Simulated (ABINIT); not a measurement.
## Ba2C (Fm-3m): phonons by linear response

How does Ba2C (Fm-3m) vibrate, and is this structure a minimum?

Main program and level: ABINIT 10.8.3; DFT PBE, scalar-relativistic, plane waves, PseudoDojo stringent norm-conserving pseudopotentials.

The structure was built from a prototype and need not be the compound's stable phase.

In doubt: a PseudoDojo file used here is known to give poor structures and forces, so the values of those runs are not to be relied on.

## (1) Starting point

It takes space group Fm-3m (No. 225, cubic). Conventional cell: a = 7.825 Å, b = 7.825 Å, c = 7.825 Å, α = 90.00°, β = 90.00°, γ = 90.00°. Nearest to Ba lie 4 C at 3.39 Å. C has 8 Ba at 3.39 Å nearest. Farther neighbours are not listed.

## (2) A probe with smearing

A first run with smearing and empty bands tells whether the crystal has a gap, which decides between fixed occupations and smearing later on.

probe.abi

```
# ground state
tolvrs 1.0d-08
prtden 1
prtwf 1

# basis, mesh and filling
ecut 37.0
ngkpt 4 4 4
nshiftk 1
shiftk 0.0 0.0 0.0
istwfk *1
occopt 7
tsmear 0.005
nband 19
nstep 100
diemac 9.0
prtebands 0
prtgsr 0
useylm 1

# cell and atoms
acell 3*1.0 Angstrom
rprim 
    0.0 3.91252 3.91252
    3.91252 0.0 3.91252
    3.91252 3.91252 0.0
ntypat 2
znucl 56 6
natom 3
typat 1 1 2
xred 
    0.25 0.25 0.25
    0.75 0.75 0.75
    0.0 0.0 0.0
pp_dirpath "./pseudo"
pseudos "Ba.upf, C.upf"
```

Started as:

```sh
> OMP_NUM_THREADS=1 mpirun -n 4 abinit probe.abi > probe.log
```

Numbers of over 12 decimals in the logs are rounded to 6 here.

probe.abo, the main output file:

```text
[banners, grids, parts of the stress and lines that vanish by symmetry left out]
- input  file    -> probe.abi
- output file    -> probe.abo
- root for input  files -> probei
[...]
Symmetries : space group Fm -3 m (#225); Bravais cF (face-center cubic)
[...]
mpw =        8728          nfft =      216000          nkpt =           8
[...]
== DATASET  1 ==================================================================
[...]
cutoff_energies: {ecut:  37.0, pawecutdg:  -1.0, }
[...]
ETOT  1  -61.406928897380    -6.141E+01 3.490E-02 4.839E+03
 ETOT  2  -60.531647779609     8.753E-01 1.573E-02 1.418E+04
 ETOT  3  -61.912425627152    -1.381E+00 3.507E-02 4.190E+01
 ETOT  4  -61.913377566441    -9.519E-04 4.357E-03 4.795E+01
 ETOT  5  -61.866057178920     4.732E-02 1.543E-03 5.155E+02
[...]
ETOT 17  -61.920060103917    -1.938E-11 1.847E-06 2.470E-08
 ETOT 18  -61.920060103919    -2.025E-12 2.457E-06 4.835E-09
 At SCF step   18       vres2   =  4.83E-09 < tolvrs=  1.00E-08 =>converged.
[...]
sigma(1 1)=  1.82152984E-04  sigma(3 2)=  0.00000000E+00
  sigma(2 2)=  1.82152984E-04  sigma(3 1)=  0.00000000E+00
  sigma(3 3)=  1.82152984E-04  sigma(2 1)=  0.00000000E+00
[...]
convergence: {deltae: -2.025E-12, res2:  4.835E-09, residm:  2.457E-06, diffor: null, }
etotal    :  -6.19200601E+01
[...]
sigma(1 1)=  1.82152984E-04  sigma(3 2)=  0.00000000E+00
  sigma(2 2)=  1.82152984E-04  sigma(3 1)=  0.00000000E+00
  sigma(3 3)=  1.82152984E-04  sigma(2 1)=  0.00000000E+00
[...]
- sigma(1 1)=  5.35912581E+00  sigma(3 2)=  0.00000000E+00
- sigma(2 2)=  5.35912581E+00  sigma(3 1)=  0.00000000E+00
- sigma(3 3)=  5.35912581E+00  sigma(2 1)=  0.00000000E+00
[...]
fcart     -1.8968040528E-31  3.7936081056E-31 -1.8968040528E-31
           strten      1.8215298402E-04  1.8215298402E-04  1.8215298402E-04
================================================================================

[key lines of the parts left out:]
pressure_GPa:  -5.3591E+00
```

Wall time 23 s (4 MPI ranks of Arm Neoverse V2, shared host).

Numbers from this step:

* volume per atom: 39.93 Å³
* pressure: -5.359 GPa
* gap on the k-mesh: 0 eV

No gap opens on this mesh, so smearing is kept; the printed pressure holds the stress of the finite basis too.

## (3) Rough relaxation

The typed start is rough, so a first relaxation with smearing and loose thresholds takes it towards rest cheaply.

prerelax.abi

```
# relaxation
ionmov 2
optcell 2
dilatmx 1.15
chkdilatmx 0
ntime 40
tolmxf 3.0d-04
tolvrs 1.0d-10
prtwf 0
prtden 0
chksymtnons 0

# basis, mesh and filling
ecut 37.0
ecutsm 3.0
ngkpt 4 4 4
nshiftk 1
shiftk 0.0 0.0 0.0
istwfk *1
occopt 7
tsmear 0.005
nband 19
nstep 100
diemac 1000000.0
prtebands 0
prtgsr 0
useylm 1

# cell and atoms
acell 3*1.0 Angstrom
rprim 
    0.0 3.91252 3.91252
    3.91252 0.0 3.91252
    3.91252 3.91252 0.0
ntypat 2
znucl 56 6
natom 3
typat 1 1 2
xred 
    0.25 0.25 0.25
    0.75 0.75 0.75
    0.0 0.0 0.0
pp_dirpath "./pseudo"
pseudos "Ba.upf, C.upf"
```

Started as:

```sh
> OMP_NUM_THREADS=1 mpirun -n 4 abinit prerelax.abi > prerelax.log
```

prerelax.abo, the main output file:

```text
[banners, grids, parts of the stress and lines that vanish by symmetry left out]
- input  file    -> prerelax.abi
- output file    -> prerelax.abo
- root for input  files -> prerelaxi
[...]
Symmetries : space group Fm -3 m (#225); Bravais cF (face-center cubic)
[...]
mpw =       13323          nfft =      373248          nkpt =           8
[...]
== DATASET  1 ==================================================================
[...]
cutoff_energies: {ecut:  37.0, pawecutdg:  -1.0, }
[...]
ETOT  1  -61.412570339814    -6.141E+01 2.643E-02 8.369E+03
 ETOT  2  -60.775433732153     6.371E-01 1.296E-02 1.939E+04
 ETOT  3  -61.911739922854    -1.136E+00 5.435E-03 1.248E+02
 ETOT  4  -61.916607792467    -4.868E-03 2.753E-03 4.951E+01
 ETOT  5  -61.867558560557     4.905E-02 1.547E-03 8.648E+02
[...]
At SCF step   19       vres2   =  5.36E-11 < tolvrs=  1.00E-10 =>converged.
[...]
ETOT 14  -61.945559071429    -8.171E-13 1.811E-06 1.626E-11
 At SCF step   14       vres2   =  1.63E-11 < tolvrs=  1.00E-10 =>converged.
[...]
sigma(1 1)= -1.88426864E-06  sigma(3 2)=  0.00000000E+00
  sigma(2 2)= -1.88426864E-06  sigma(3 1)=  0.00000000E+00
  sigma(3 3)= -1.88426864E-06  sigma(2 1)=  0.00000000E+00
[...]
convergence: {deltae: -8.171E-13, res2:  1.626E-11, residm:  1.811E-06, diffor: null, }
etotal    :  -6.19455591E+01
[...]
At Broyd/MD step   6, gradients are converged :
[...]
sigma(1 1)= -1.88426864E-06  sigma(3 2)=  0.00000000E+00
  sigma(2 2)= -1.88426864E-06  sigma(3 1)=  0.00000000E+00
  sigma(3 3)= -1.88426864E-06  sigma(2 1)=  0.00000000E+00
[...]
- sigma(1 1)= -5.54370974E-02  sigma(3 2)=  0.00000000E+00
- sigma(2 2)= -5.54370974E-02  sigma(3 1)=  0.00000000E+00
- sigma(3 3)= -5.54370974E-02  sigma(2 1)=  0.00000000E+00
[...]
fcart      1.5798382300E-31  5.2661274333E-32 -2.6330637166E-31
           strten     -1.8842686432E-06 -1.8842686432E-06 -1.8842686432E-06
================================================================================

[key lines of the parts left out:]
pressure_GPa:   5.5437E-02
Total energy (etotal) [Ha]= -6.19455590714295E+01
```

It took 3.7 min on 4 MPI ranks.

Step by step:

```tsv
step	energy less that of the first step (eV)	largest force (eV/Å)	volume (Å³)
1	0.0000	0.0000	119.78
2	-0.0635	0.0000	117.85
3	-0.3111	0.0000	72.20
4	-0.6488	0.0000	94.49
5	-0.6939	0.0000	89.18
6	-0.6966	0.0000	87.46
```

```tsv
conventional cell, symmetrised	before	after	change
a (Å)	7.825	7.046	-10.0 %
b (Å)	7.825	7.046	-10.0 %
c (Å)	7.825	7.046	-10.0 %
volume (Å³/atom)	39.93	29.15	-27.0 %
```

Final coordinates:

```xyz
3
Lattice="0.0000 3.5231 3.5231 3.5231 0.0000 3.5231 3.5231 3.5231 0.0000" Properties=species:S:1:pos:R:3 pbc="T T T"
Ba    1.7616    1.7616    1.7616
Ba    5.2847    5.2847    5.2847
C     0.0000    0.0000    0.0000
```

Numbers from this step:

| Item | Value |
| --- | --- |
| volume per atom | 29.15 Å³ |
| pressure | 0.05544 GPa |

The volume changes by -27.0 % in this run and stands -27.0 % from the first cell.

## (4) Rough relaxation

The cell changed much, so the rough relaxation is repeated on a basis made for the new cell.

prerelax.abi, as its differences from that of step 3:

```diff
@@ -31,5 +31,5 @@
 rprim 
-    0.0 3.91252 3.91252
-    3.91252 0.0 3.91252
-    3.91252 3.91252 0.0
+    0.0 3.523122015 3.523122015
+    3.523122015 0.0 3.523122015
+    3.523122015 3.523122015 0.0
 ntypat 2
```

prerelax.abo, the main output file:

```text
[banners, grids, parts of the stress and lines that vanish by symmetry left out]
- input  file    -> prerelax.abi
- output file    -> prerelax.abo
- root for input  files -> prerelaxi
[...]
Symmetries : space group Fm -3 m (#225); Bravais cF (face-center cubic)
[...]
mpw =        9684          nfft =      216000          nkpt =           8
[...]
== DATASET  1 ==================================================================
[...]
cutoff_energies: {ecut:  37.0, pawecutdg:  -1.0, }
[...]
ETOT  1  -61.477649072711    -6.148E+01 2.451E-02 5.326E+03
 ETOT  2  -60.944712384689     5.329E-01 2.674E-02 1.141E+04
 ETOT  3  -61.934973157411    -9.903E-01 7.712E-03 1.077E+02
 ETOT  4  -61.943736224327    -8.763E-03 2.151E-03 2.719E+01
 ETOT  5  -61.892939318945     5.080E-02 1.768E-02 5.686E+02
[...]
ETOT 18  -61.945559073777     7.248E-13 4.669E-05 5.715E-10
 ETOT 19  -61.945559073775     2.160E-12 9.742E-05 5.977E-11
 At SCF step   19       vres2   =  5.98E-11 < tolvrs=  1.00E-10 =>converged.
[...]
sigma(1 1)= -1.88438780E-06  sigma(3 2)=  0.00000000E+00
  sigma(2 2)= -1.88438780E-06  sigma(3 1)=  0.00000000E+00
  sigma(3 3)= -1.88438780E-06  sigma(2 1)=  0.00000000E+00
[...]
convergence: {deltae:  2.160E-12, res2:  5.977E-11, residm:  9.742E-05, diffor: null, }
etotal    :  -6.19455591E+01
[...]
At Broyd/MD step   1, gradients are converged :
[...]
sigma(1 1)= -1.88438780E-06  sigma(3 2)=  0.00000000E+00
  sigma(2 2)= -1.88438780E-06  sigma(3 1)=  0.00000000E+00
  sigma(3 3)= -1.88438780E-06  sigma(2 1)=  0.00000000E+00
[...]
- sigma(1 1)= -5.54406030E-02  sigma(3 2)=  0.00000000E+00
- sigma(2 2)= -5.54406030E-02  sigma(3 1)=  0.00000000E+00
- sigma(3 3)= -5.54406030E-02  sigma(2 1)=  0.00000000E+00
[...]
fcart      5.6338306633E-32  5.6338306633E-32 -5.6338306633E-32
           strten     -1.8843877961E-06 -1.8843877961E-06 -1.8843877961E-06
================================================================================

[key lines of the parts left out:]
pressure_GPa:   5.5441E-02
Total energy (etotal) [Ha]= -6.19455590737752E+01
```

It took 25 s on 4 MPI ranks; 98 s of CPU time.

Little changed from the start: no atom moved by 0.005 Å and no cell edge by 0.1 %.

The volume changes by +0.0 % in this run and stands -27.0 % from the first cell.

## (5) Relaxing the cell and atoms

The harmonic expansion needs vanishing forces, and a free crystal bears no stress, so cell and atoms are brought to rest. Stress is more sensitive to the basis than forces are: the last 3 Ha under the cutoff are smoothed with ecutsm, and the cutoff is raised above that of the later runs.

relax.abi

```
# relaxation
ionmov 2
optcell 2
dilatmx 1.08
ntime 40
tolmxf 1.0d-05
tolvrs 1.0d-14
prtwf 0
prtden 0
chksymtnons 0

# basis, mesh and filling
ecut 46.0
ecutsm 3.0
ngkpt 6 6 6
nshiftk 1
shiftk 0.0 0.0 0.0
istwfk *1
occopt 7
tsmear 0.01
nband 19
nstep 100
diemac 1000000.0
prtebands 0
prtgsr 0
useylm 1

# cell and atoms
acell 3*1.0 Angstrom
rprim 
    0.0 3.523122017 3.523122017
    3.523122017 0.0 3.523122017
    3.523122017 3.523122017 0.0
ntypat 2
znucl 56 6
natom 3
typat 1 1 2
xred 
    0.25 0.25 0.25
    0.75 0.75 0.75
    0.0 0.0 0.0
pp_dirpath "./pseudo"
pseudos "Ba.upf, C.upf"
```

Started as:

```sh
> OMP_NUM_THREADS=1 mpirun -n 4 abinit relax.abi > relax.log
```

relax.abo, the main output file:

```text
[banners, grids, parts of the stress and lines that vanish by symmetry left out]
- input  file    -> relax.abi
- output file    -> relax.abo
- root for input  files -> relaxi
[...]
Symmetries : space group Fm -3 m (#225); Bravais cF (face-center cubic)
[...]
mpw =       11117          nfft =      262144          nkpt =          16
[...]
== DATASET  1 ==================================================================
[...]
cutoff_energies: {ecut:  46.0, pawecutdg:  -1.0, }
[...]
ETOT  1  -61.471292007109    -6.147E+01 4.897E-02 6.445E+03
 ETOT  2  -60.977528318422     4.938E-01 2.974E-02 1.350E+04
 ETOT  3  -61.937606601757    -9.601E-01 7.408E-03 1.107E+02
 ETOT  4  -61.944743497386    -7.137E-03 5.459E-03 3.119E+01
 ETOT  5  -61.895498390426     4.925E-02 1.688E-02 6.663E+02
[...]
At SCF step   23       vres2   =  5.62E-15 < tolvrs=  1.00E-14 =>converged.
[...]
sigma(1 1)=  4.33728530E-06  sigma(3 2)=  0.00000000E+00
  sigma(2 2)=  4.33728530E-06  sigma(3 1)=  0.00000000E+00
  sigma(3 3)=  4.33728530E-06  sigma(2 1)=  0.00000000E+00
[...]
convergence: {deltae:  4.491E-12, res2:  5.624E-15, residm:  4.363E-05, diffor: null, }
etotal    :  -6.19466323E+01
[...]
ETOT  1  -61.946630610136    -6.195E+01 3.970E-05 3.613E-02
[...]
At SCF step   15       vres2   =  4.04E-16 < tolvrs=  1.00E-14 =>converged.
[...]
sigma(1 1)=  3.90576896E-06  sigma(3 2)=  0.00000000E+00
  sigma(2 2)=  3.90576896E-06  sigma(3 1)=  0.00000000E+00
  sigma(3 3)=  3.90576896E-06  sigma(2 1)=  0.00000000E+00
[...]
convergence: {deltae:  8.740E-13, res2:  4.035E-16, residm:  6.886E-06, diffor: null, }
etotal    :  -6.19466332E+01
[...]
ETOT  1  -61.946427128869    -6.195E+01 5.434E-03 2.888E+00
[...]
ETOT 14  -61.946637283713    -1.606E-12 2.571E-06 4.432E-13
 ETOT 15  -61.946637283715    -2.572E-12 6.952E-06 7.627E-15
 At SCF step   15       vres2   =  7.63E-15 < tolvrs=  1.00E-14 =>converged.
[...]
sigma(1 1)= -2.12825706E-08  sigma(3 2)=  0.00000000E+00
  sigma(2 2)= -2.12825706E-08  sigma(3 1)=  0.00000000E+00
  sigma(3 3)= -2.12825706E-08  sigma(2 1)=  0.00000000E+00
[...]
convergence: {deltae: -2.572E-12, res2:  7.627E-15, residm:  6.952E-06, diffor: null, }
etotal    :  -6.19466373E+01
[...]
At Broyd/MD step   3, gradients are converged :
[...]
sigma(1 1)= -2.12825706E-08  sigma(3 2)=  0.00000000E+00
  sigma(2 2)= -2.12825706E-08  sigma(3 1)=  0.00000000E+00
  sigma(3 3)= -2.12825706E-08  sigma(2 1)=  0.00000000E+00
[...]
- sigma(1 1)= -6.26154846E-04  sigma(3 2)=  0.00000000E+00
- sigma(2 2)= -6.26154846E-04  sigma(3 1)=  0.00000000E+00
- sigma(3 3)= -6.26154846E-04  sigma(2 1)=  0.00000000E+00
[...]
fcart     -2.6364997373E-32  2.6364997373E-32  2.6364997373E-32
           strten     -2.1282570642E-08 -2.1282570641E-08 -2.1282570641E-08
================================================================================

[key lines of the parts left out:]
pressure_GPa:   6.2615E-04
Total energy (etotal) [Ha]= -6.19466372837152E+01
```

Wall time 2 min (4 MPI ranks).

Step by step:

```tsv
step	energy less that of the first step (eV)	largest force (eV/Å)	volume (Å³)
1	0.0000	0.0000	87.46
2	0.0000	0.0000	87.43
3	-0.0001	0.0000	87.12
```

```tsv
conventional cell, symmetrised	before	after	change
a (Å)	7.046	7.037	-0.1 %
b (Å)	7.046	7.037	-0.1 %
c (Å)	7.046	7.037	-0.1 %
volume (Å³/atom)	29.15	29.04	-0.4 %
```

Final coordinates:

```cif
data_structure
_symmetry_space_group_name_H-M 'P 1'
_symmetry_Int_Tables_number 1
_cell_length_a 4.9760
_cell_length_b 4.9760
_cell_length_c 4.9760
_cell_angle_alpha 60.000
_cell_angle_beta 60.000
_cell_angle_gamma 60.000
_cell_volume 87.12
loop_
_atom_site_label
_atom_site_type_symbol
_atom_site_fract_x
_atom_site_fract_y
_atom_site_fract_z
_atom_site_occupancy
Ba1 Ba 0.25000 0.25000 0.25000 1
Ba2 Ba 0.75000 0.75000 0.75000 1
C3 C 0.00000 0.00000 0.00000 1
```

Read from the output:

- volume per atom: 29.04 Å³
- pressure: 6.26e-4 GPa

The volume changes by -0.4 % in this run and stands -27.3 % from the first cell.

## (6) Self-consistent run for the response

The response is built on these wavefunctions, so the potential is converged far more tightly than an energy would need. Smearing stays on, as the first look found no gap above 0.3 eV.

gs.abi

```
# ground state
tolvrs 1.0d-16
prtden 1
prtwf 1

# basis, mesh and filling
ecut 37.0
ngkpt 6 6 6
nshiftk 1
shiftk 0.0 0.0 0.0
istwfk *1
occopt 7
tsmear 0.01
nband 19
nstep 100
diemac 1000000.0
prtebands 0
prtgsr 0
useylm 1

# cell and atoms
acell 3*1.0 Angstrom
rprim 
    0.0 3.518530503 3.518530503
    3.518530503 0.0 3.518530503
    3.518530503 3.518530503 0.0
ntypat 2
znucl 56 6
natom 3
typat 1 1 2
xred 
    0.25 0.25 0.25
    0.75 0.75 0.75
    0.0 0.0 0.0
pp_dirpath "./pseudo"
pseudos "Ba.upf, C.upf"
```

Started as:

```sh
> OMP_NUM_THREADS=1 mpirun -n 4 abinit gs.abi > gs.log
```

gs.abo, the main output file:

```text
[banners, grids, parts of the stress and lines that vanish by symmetry left out]
- input  file    -> gs.abi
- output file    -> gs.abo
- root for input  files -> gsi
[...]
Symmetries : space group Fm -3 m (#225); Bravais cF (face-center cubic)
[...]
mpw =        6346          nfft =      157464          nkpt =          16
[...]
== DATASET  1 ==================================================================
[...]
cutoff_energies: {ecut:  37.0, pawecutdg:  -1.0, }
[...]
ETOT  1  -61.481677955577    -6.148E+01 3.341E-02 3.862E+03
 ETOT  2  -60.984490253475     4.972E-01 3.439E-02 8.068E+03
 ETOT  3  -61.937238107831    -9.527E-01 9.154E-03 6.761E+01
 ETOT  4  -61.944662845710    -7.425E-03 2.680E-03 1.855E+01
 ETOT  5  -61.896683494645     4.798E-02 1.124E-02 3.891E+02
[...]
ETOT 25  -61.946498735865    -5.898E-13 3.252E-05 3.968E-16
 ETOT 26  -61.946498735864     3.268E-13 1.984E-05 1.950E-18
 At SCF step   26       vres2   =  1.95E-18 < tolvrs=  1.00E-16 =>converged.
[...]
sigma(1 1)=  2.30987637E-06  sigma(3 2)=  0.00000000E+00
  sigma(2 2)=  2.30987637E-06  sigma(3 1)=  0.00000000E+00
  sigma(3 3)=  2.30987637E-06  sigma(2 1)=  0.00000000E+00
[...]
convergence: {deltae:  3.268E-13, res2:  1.950E-18, residm:  1.984E-05, diffor: null, }
etotal    :  -6.19464987E+01
[...]
sigma(1 1)=  2.30987637E-06  sigma(3 2)=  0.00000000E+00
  sigma(2 2)=  2.30987637E-06  sigma(3 1)=  0.00000000E+00
  sigma(3 3)=  2.30987637E-06  sigma(2 1)=  0.00000000E+00
[...]
- sigma(1 1)=  6.79589090E-02  sigma(3 2)=  0.00000000E+00
- sigma(2 2)=  6.79589090E-02  sigma(3 1)=  0.00000000E+00
- sigma(3 3)=  6.79589090E-02  sigma(2 1)=  0.00000000E+00
[...]
fcart      5.2729994711E-32  5.2729994711E-32 -5.2729994711E-32
           strten      2.3098763674E-06  2.3098763674E-06  2.3098763674E-06
================================================================================

[key lines of the parts left out:]
pressure_GPa:  -6.7959E-02
```

Elapsed: 44 s, on 4 MPI ranks; 2.9 min of CPU time.

Numbers from this step:

| Quantity | Value |
| --- | --- |
| pressure | -0.06796 GPa |

The cell stands at -0.068 GPa, close enough for phonons.

(Part 1 of 3 ends here.)

[Host names and launcher messages were left out of these logs when they were recorded.]

[Logs are printed without paths, hosts, clocks, repeated set-up lines and the standing remarks that a program may print on its own settings, such as how far it seeks lower states.]

[Hosts, paths, dates, database ids (printed as entryN), source tags and the programs' standing remarks are cut or masked in the printed files.]
